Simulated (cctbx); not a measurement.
# Resonant diffraction in HoBPb2

Space group P6_222 (no. 180), a = 6.2370 Å, b = 6.2370 Å, c = 9.2430 Å, α = 90.00°, β = 90.00°, γ = 120.00°.

```csv
atom,mult.,x,y,z,Ueq (Å²)
Pb1,6,0.3159,0.1580,1/6,0.0067
Ho1,3,0,1/2,1/6,0.0085
B1,3,0,1/2,2/3,0.0170
```

The model was made for the exercise: a known structure type with other elements put in, its volume estimated, not relaxed; displacement parameters are assumed.

Calculated with cctbx: free-atom f′ and f″ from the Sasaki tables, no fine structure; amplitudes in electrons.

How do |F(hkl)| and |F(−h−k−l)| change across the Pb L3 edge?

```text
E (eV)    f'(Pb)   f''           |F|0 0 3        |F|1 1 1        |F|2 1 0        |F|1 0 1
  12435   -9.11   4.25      536.0/ 536.0    352.2/ 352.2     38.9/  38.9     18.0/  18.0
  12785  -10.79   4.06      526.4/ 526.4    345.8/ 345.8     39.4/  39.4     14.8/  14.8
  12915  -12.18   4.00      518.3/ 518.3    340.5/ 340.5     39.8/  39.8     12.5/  12.5
  12975  -13.51   3.97      510.5/ 510.5    335.3/ 335.3     40.1/  40.1     10.5/  10.5
  13005  -14.82   3.95      502.8/ 502.8    330.2/ 330.2     40.4/  40.4      9.0/   9.0
  13020  -16.11   3.95      495.2/ 495.2    325.2/ 325.2     40.7/  40.7      8.0/   8.0
  13027  -17.24   3.94      488.6/ 488.6    320.8/ 320.8     40.9/  40.9      7.6/   7.6
  13031  -18.40   3.94      481.7/ 481.7    316.3/ 316.3     41.2/  41.2      7.9/   7.9
  13039  -19.46  10.13      480.4/ 480.4    315.5/ 315.5     41.3/  41.3      5.7/   5.7
  13043  -17.74  10.12      490.4/ 490.4    322.1/ 322.1     40.9/  40.9      4.1/   4.1
  13050  -16.37  10.11      498.5/ 498.5    327.4/ 327.4     40.6/  40.6      4.4/   4.4
  13065  -14.92  10.09      506.9/ 506.9    333.0/ 333.0     40.2/  40.2      6.0/   6.0
  13095  -13.50  10.05      515.2/ 515.2    338.4/ 338.4     39.9/  39.9      8.2/   8.2
  13185  -11.65   9.94      525.9/ 525.9    345.5/ 345.5     39.5/  39.5     11.3/  11.3
  13435   -9.74   9.63      537.0/ 537.0    352.8/ 352.8     39.2/  39.2     14.5/  14.5
```

The edge is at 13035 eV. f′ of Pb falls from -12.2 e at 12915 eV to -18.4 e at 4 eV below it, and f″ steps from 3.94 to 10.12 e across it. Over that approach |F| changes by -7 % (0 0 3), -7 % (1 1 1), +4 % (2 1 0) and -37 % (1 0 1): a reflection falls where Pb scatters in phase with the total and rises where it scatters against it; it hardly moves where the Pb term is small or cancels by symmetry or lies in quadrature to the total. The f″ term interferes with the normal scattering with opposite sign for the two Friedel mates. These reflections are centric, so their Friedel mates stay equal.

[Logs are printed without paths, hosts, clocks, repeated set-up lines and the standing remarks that a program may print on its own settings, such as how far it seeks lower states.]
